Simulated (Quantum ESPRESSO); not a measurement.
# MnSO4: parallel and opposed starts

A self-consistent run ends on one state, which hangs on the start. Several orders of MnSO4 are started in Quantum ESPRESSO and their energies compared.

Program: Quantum ESPRESSO 7.5. Level of theory: LDA; plane waves with GBRV 1.5 LDA potentials, no spin-orbit coupling. Results are calculated unless marked as measured.

**1. The structure**

Symmetry: Cmcm, No. 63, orthorhombic system. The conventional cell has a = 5.267 Å, b = 8.046 Å, c = 6.848 Å, α = 90.00°, β = 90.00°, γ = 90.00°. Mn has 6 O at 2.05 to 2.17 Å nearest. Nearest to S lie 4 O at 1.54 to 1.63 Å. Nearest to O lie 1 S at 1.54 Å and 1 Mn at 2.05 Å. O has 1 S at 1.63 Å and 2 Mn at 2.17 Å nearest. Farther neighbours and most contacts between anions are not listed.

Coordinates:

```cif
data_structure
_symmetry_space_group_name_H-M 'P 1'
_symmetry_Int_Tables_number 1
_cell_length_a 4.8083
_cell_length_b 4.8083
_cell_length_c 6.8480
_cell_angle_alpha 90.000
_cell_angle_beta 90.000
_cell_angle_gamma 113.582
_cell_volume 145.10
loop_
_atom_site_label
_atom_site_type_symbol
_atom_site_fract_x
_atom_site_fract_y
_atom_site_fract_z
_atom_site_occupancy
Mn1 Mn 0.00000 0.00000 0.00000 1
Mn2 Mn 0.00000 0.00000 0.50000 1
S3 S 0.65000 0.35000 0.25000 1
S4 S 0.35000 0.65000 0.75000 1
O5 O 0.75000 0.25000 0.05800 1
O6 O 0.25000 0.75000 0.55800 1
O7 O 0.25000 0.75000 0.94200 1
O8 O 0.75000 0.25000 0.44200 1
O9 O 0.78100 0.71900 0.25000 1
O10 O 0.21900 0.28100 0.75000 1
O11 O 0.71900 0.78100 0.75000 1
O12 O 0.28100 0.21900 0.25000 1
```

The cell comes from the Crystallography Open Database.

**2. Run 1 (ferro ++)**

The signs are those of the starting moments on the seeded atoms, the atoms that are given a moment.

Input file pw.in:

```
&CONTROL
  calculation = 'scf'
  prefix = 'pwscf'
  outdir = './tmp'
  pseudo_dir = './pseudo'
  disk_io = 'nowf'
/
&SYSTEM
  ibrav = 0
  nat = 12
  ntyp = 3
  ecutwfc = 40
  ecutrho = 280
  nbnd = 64
  occupations = 'smearing'
  smearing = 'fd'
  degauss = 0.00367493
  nspin = 2
  starting_magnetization(1) = 0.3
  starting_magnetization(2) = 0
  starting_magnetization(3) = 0
/
&ELECTRONS
  conv_thr = 2.4d-08
  electron_maxstep = 150
  mixing_beta = 0.3
/
ATOMIC_SPECIES
Mn     54.9380 mn_lda_v1.5.uspp.F.UPF
S      32.0600 s_lda_v1.4.uspp.F.UPF
O      15.9990 o_lda_v1.2.uspp.F.UPF
CELL_PARAMETERS angstrom
   2.6335000000   -4.0230000000    0.0000000000
   2.6335000000    4.0230000000    0.0000000000
   0.0000000000    0.0000000000    6.8480000000
ATOMIC_POSITIONS crystal
Mn      0.0000000000    0.0000000000    0.0000000000
Mn      0.0000000000    0.0000000000    0.5000000000
S       0.6500000000    0.3500000000    0.2500000000
S       0.3500000000    0.6500000000    0.7500000000
O       0.7500000000    0.2500000000    0.0580000000
O       0.2500000000    0.7500000000    0.5580000000
O       0.2500000000    0.7500000000    0.9420000000
O       0.7500000000    0.2500000000    0.4420000000
O       0.7810000000    0.7190000000    0.2500000000
O       0.2190000000    0.2810000000    0.7500000000
O       0.7190000000    0.7810000000    0.7500000000
O       0.2810000000    0.2190000000    0.2500000000
K_POINTS automatic
4 4 4 0 0 0
```

The run is started by

```
$ OMP_NUM_THREADS=1 mpirun -n 4 pw.x -nk 4 -in pw.in > pw.out
```

Output:

```text
Program PWSCF v.7.5 starts

     Message from routine setup:
     using ibrav=0 with symmetry is DISCOURAGED, use correct ibrav instead

     K-points division:     npool     =       4
     Subspace diagonalization in iterative solution of the eigenvalue problem:

     G-vector sticks info
     --------------------
     sticks:   dense  smooth     PW     G-vecs:    dense   smooth      PW
     Sum        1695     963    295                77459    33479    5683

     Using Slab Decomposition

     bravais-lattice index     =            0
     lattice parameter (alat)  =       9.0864  a.u.
     unit-cell volume          =     979.2052 (a.u.)^3
     number of atoms/cell      =           12
     number of atomic types    =            3
     number of electrons       =        90.00
     number of Kohn-Sham states=           64
     kinetic-energy cutoff     =      40.0000  Ry
     charge density cutoff     =     280.0000  Ry
     scf convergence threshold =      2.4E-08
     mixing beta               =       0.3000
     number of iterations used =            8  plain     mixing
     Exchange-correlation= SLA  PZ   NOGX NOGC
                           (   1   1   0   0   0   0   0)

     celldm(1)=   9.086390  celldm(2)=   0.000000  celldm(3)=   0.000000
     celldm(4)=   0.000000  celldm(5)=   0.000000  celldm(6)=   0.000000

     crystal axes: (cart. coord. in units of alat)
               a(1) = (   0.547698  -0.836676   0.000000 )
               a(2) = (   0.547698   0.836676   0.000000 )
               a(3) = (   0.000000   0.000000   1.424201 )

     reciprocal axes: (cart. coord. in units 2 pi/alat)
               b(1) = (  0.912913 -0.597603  0.000000 )
               b(2) = (  0.912913  0.597603 -0.000000 )
               b(3) = ( -0.000000  0.000000  0.702148 )

     PseudoPot. # 1 for Mn read from file:
     mn_lda_v1.5.uspp.F.UPF
     Pseudo is Ultrasoft + core correction, Zval = 15.0
     Generated by new atomic code, or converted to UPF format
     Using radial grid of  859 points,  6 beta functions with:
                l(1) =   0
                l(2) =   0
                l(3) =   1
                l(4) =   1
                l(5) =   2
                l(6) =   2
     Q(r) pseudized with  8 coefficients,  rinner =    0.950   0.950   0.950
                                                       0.950   0.950

     PseudoPot. # 2 for S  read from file:
     s_lda_v1.4.uspp.F.UPF
     Pseudo is Ultrasoft + core correction, Zval =  6.0
     Generated by new atomic code, or converted to UPF format
     Using radial grid of  907 points,  6 beta functions with:
                l(1) =   0
                l(2) =   0
                l(3) =   1
                l(4) =   1
                l(5) =   2
                l(6) =   2
     Q(r) pseudized with  8 coefficients,  rinner =    1.300   1.300   1.300
                                                       1.300   1.300

     PseudoPot. # 3 for O  read from file:
     o_lda_v1.2.uspp.F.UPF
     Pseudo is Ultrasoft + core correction, Zval =  6.0
     Generated by new atomic code, or converted to UPF format
     Using radial grid of  737 points,  5 beta functions with:
                l(1) =   0
                l(2) =   0
                l(3) =   1
                l(4) =   1
                l(5) =   2
     Q(r) pseudized with  8 coefficients,  rinner =    0.900   0.900   0.900
                                                       0.900   0.900

     atomic species   valence    mass     pseudopotential
     Mn               15.00    54.93800     Mn( 1.00)
     S                 6.00    32.06000     S ( 1.00)
     O                 6.00    15.99900     O ( 1.00)

     Starting magnetic structure
     atomic species   magnetization
     Mn              0.300
     S               0.000
     O               0.000

      8 Sym. Ops., with inversion, found ( 4 have fractional translation)

   Cartesian axes

     site n.     atom                  positions (alat units)
         1        Mn     tau(   1) = (   0.0000000   0.0000000   0.0000000  )
         2        Mn     tau(   2) = (   0.0000000   0.0000000   0.7121004  )
         3        S      tau(   3) = (   0.5476976  -0.2510029   0.3560502  )
         4        S      tau(   4) = (   0.5476976   0.2510029   1.0681506  )
         5        O      tau(   5) = (   0.5476976  -0.4183382   0.0826036  )
         6        O      tau(   6) = (   0.5476976   0.4183382   0.7947041  )
         7        O      tau(   7) = (   0.5476976   0.4183382   1.3415972  )
         8        O      tau(   8) = (   0.5476976  -0.4183382   0.6294968  )
         9        O      tau(   9) = (   0.8215463  -0.0518739   0.3560502  )
        10        O      tau(  10) = (   0.2738488   0.0518739   1.0681506  )
        11        O      tau(  11) = (   0.8215463   0.0518739   1.0681506  )
        12        O      tau(  12) = (   0.2738488  -0.0518739   0.3560502  )

     number of k points=    21  Fermi-Dirac smearing, width (Ry)=  0.0037
                       cart. coord. in units 2pi/alat
        k(    1) = (   0.0000000   0.0000000   0.0000000), wk =   0.0156250
        k(    2) = (   0.0000000   0.0000000   0.1755370), wk =   0.0312500
        k(    3) = (   0.0000000   0.0000000  -0.3510741), wk =   0.0156250
        k(    4) = (   0.2282281   0.1494007   0.0000000), wk =   0.0625000
        k(    5) = (   0.2282281   0.1494007   0.1755370), wk =   0.1250000
        [... 16 further k-points ...]

     Dense  grid:    77459 G-vectors     FFT dimensions: (  50,  50,  72)

     Smooth grid:    33479 G-vectors     FFT dimensions: (  40,  40,  54)

     Check: negative core charge=   -0.000024
     Generating pointlists ...
     new r_m :   0.1759 (alat units)  1.5983 (a.u.) for type    1
     new r_m :   0.1322 (alat units)  1.2016 (a.u.) for type    2
     new r_m :   0.1322 (alat units)  1.2016 (a.u.) for type    3

     Initial potential from superposition of free atoms

     starting charge      88.9998, renormalised to      90.0000
     Starting wfcs are   66 randomized atomic wfcs

     Self-consistent Calculation

     iteration #  1     ecut=    40.00 Ry     beta= 0.30
     Davidson diagonalization with overlap
     ethr =  1.00E-02,  avg # of iterations =  4.0

     total energy              =    -728.31907306 Ry
     estimated scf accuracy    <       2.51876197 Ry

     total magnetization       =    10.00 Bohr mag/cell
     absolute magnetization    =    10.00 Bohr mag/cell

     iteration #  2     ecut=    40.00 Ry     beta= 0.30
     Davidson diagonalization with overlap
     ethr =  2.80E-03,  avg # of iterations =  2.0

     total energy              =    -728.75668898 Ry
     estimated scf accuracy    <       0.10169254 Ry

     total magnetization       =     9.99 Bohr mag/cell
     absolute magnetization    =     9.99 Bohr mag/cell

     iteration #  3     ecut=    40.00 Ry     beta= 0.30
     Davidson diagonalization with overlap
     ethr =  1.13E-04,  avg # of iterations =  6.3

     negative rho (up, down):  0.000E+00 4.988E-04

     total energy              =    -728.77166440 Ry
     estimated scf accuracy    <       0.04184226 Ry

     total magnetization       =     9.99 Bohr mag/cell
     absolute magnetization    =     9.99 Bohr mag/cell

     [... further iterations left out ...]

     iteration #  8     ecut=    40.00 Ry     beta= 0.30
     Davidson diagonalization with overlap
     ethr =  1.68E-08,  avg # of iterations =  2.0

     negative rho (up, down):  0.000E+00 1.043E-03

     total energy              =    -728.77518395 Ry
     estimated scf accuracy    <       0.00000444 Ry

     total magnetization       =    10.00 Bohr mag/cell
     absolute magnetization    =    10.00 Bohr mag/cell

     iteration #  9     ecut=    40.00 Ry     beta= 0.30
     Davidson diagonalization with overlap
     ethr =  4.94E-09,  avg # of iterations =  2.0

     negative rho (up, down):  0.000E+00 1.045E-03

     total energy              =    -728.77518534 Ry
     estimated scf accuracy    <       0.00000099 Ry

     total magnetization       =    10.00 Bohr mag/cell
     absolute magnetization    =    10.00 Bohr mag/cell

     iteration # 10     ecut=    40.00 Ry     beta= 0.30
     Davidson diagonalization with overlap
     ethr =  1.10E-09,  avg # of iterations =  2.5

     negative rho (up, down):  0.000E+00 1.045E-03

     total energy              =    -728.77518559 Ry
     estimated scf accuracy    <       0.00000002 Ry

     total magnetization       =    10.00 Bohr mag/cell
     absolute magnetization    =    10.00 Bohr mag/cell

     iteration # 11     ecut=    40.00 Ry     beta= 0.30
     Davidson diagonalization with overlap
     ethr =  2.75E-11,  avg # of iterations =  4.2

     negative rho (up, down):  0.000E+00 1.044E-03

     Magnetic moment per site  (integrated on atomic sphere of radius R)
     atom   1 (R=0.176)  charge= 12.2272  magn=  3.9996
     atom   2 (R=0.176)  charge= 12.2272  magn=  3.9996
     atom   3 (R=0.132)  charge=  1.3824  magn=  0.0297
     atom   4 (R=0.132)  charge=  1.3824  magn=  0.0297
     atom   5 (R=0.132)  charge=  4.2086  magn=  0.0352
     atom   6 (R=0.132)  charge=  4.2086  magn=  0.0352
     atom   7 (R=0.132)  charge=  4.2086  magn=  0.0352
     atom   8 (R=0.132)  charge=  4.2086  magn=  0.0352
     atom   9 (R=0.132)  charge=  4.1788  magn=  0.0658
     atom  10 (R=0.132)  charge=  4.1788  magn=  0.0658
     atom  11 (R=0.132)  charge=  4.1788  magn=  0.0658
     atom  12 (R=0.132)  charge=  4.1788  magn=  0.0658

     End of self-consistent calculation

     [... lines left out ...]
     the Fermi energy is     7.6064 ev

!    total energy              =    -728.77518562 Ry
     estimated scf accuracy    <          7.0E-09 Ry
     smearing contrib. (-TS)   =      -0.00003829 Ry
     internal energy E=F+TS    =    -728.77514734 Ry

     The total energy is F=E-TS. E is the sum of the following terms:
     one-electron contribution =    -417.54091586 Ry
     hartree contribution      =     249.70748181 Ry
     xc contribution           =    -127.13769425 Ry
     ewald contribution        =    -433.80401903 Ry

     total magnetization       =    10.00 Bohr mag/cell
     absolute magnetization    =    10.00 Bohr mag/cell

     convergence has been achieved in  11 iterations

=------------------------------------------------------------------------------=
   JOB DONE.
=------------------------------------------------------------------------------=
```

Elapsed: 86 s, on 4 MPI ranks of Arm Neoverse V1, shared host; peak memory 0.91 GiB; 5.7 min of CPU time.

Spin moment in the atom's sphere by atom:

| atom | spin moment in the atom's sphere (μB) |
| --- | --- |
| Mn1 | 4.00 |
| Mn2 | 4.00 |
| S3 | 0.03 |
| S4 | 0.03 |
| O5 | 0.04 |
| O6 | 0.04 |
| O7 | 0.04 |
| O8 | 0.04 |
| O9 | 0.07 |
| O10 | 0.07 |
| O11 | 0.07 |
| O12 | 0.07 |

This step gave:

```
smearing term TS       : 5.21e-4 eV
magnetization          : 9.998 μB
absolute magnetization : 9.999 μB
final state            : ferromagnetic
```

(Part 1 of 2 ends here.)

[Logs and program files are shortened in this print: banners, set-up blocks, solver, clock and traceback lines can be left out without a mark of their own.]

[Logs are printed without paths, hosts, clocks, repeated set-up lines and the standing remarks that a program may print on its own settings, such as how far it seeks lower states.]

[Hosts, paths, dates, database ids (printed as entryN), source tags and the programs' standing remarks are cut or masked in the printed files.]

[Where a cell is said to come from a database of computed structures, the database is the Materials Project.]
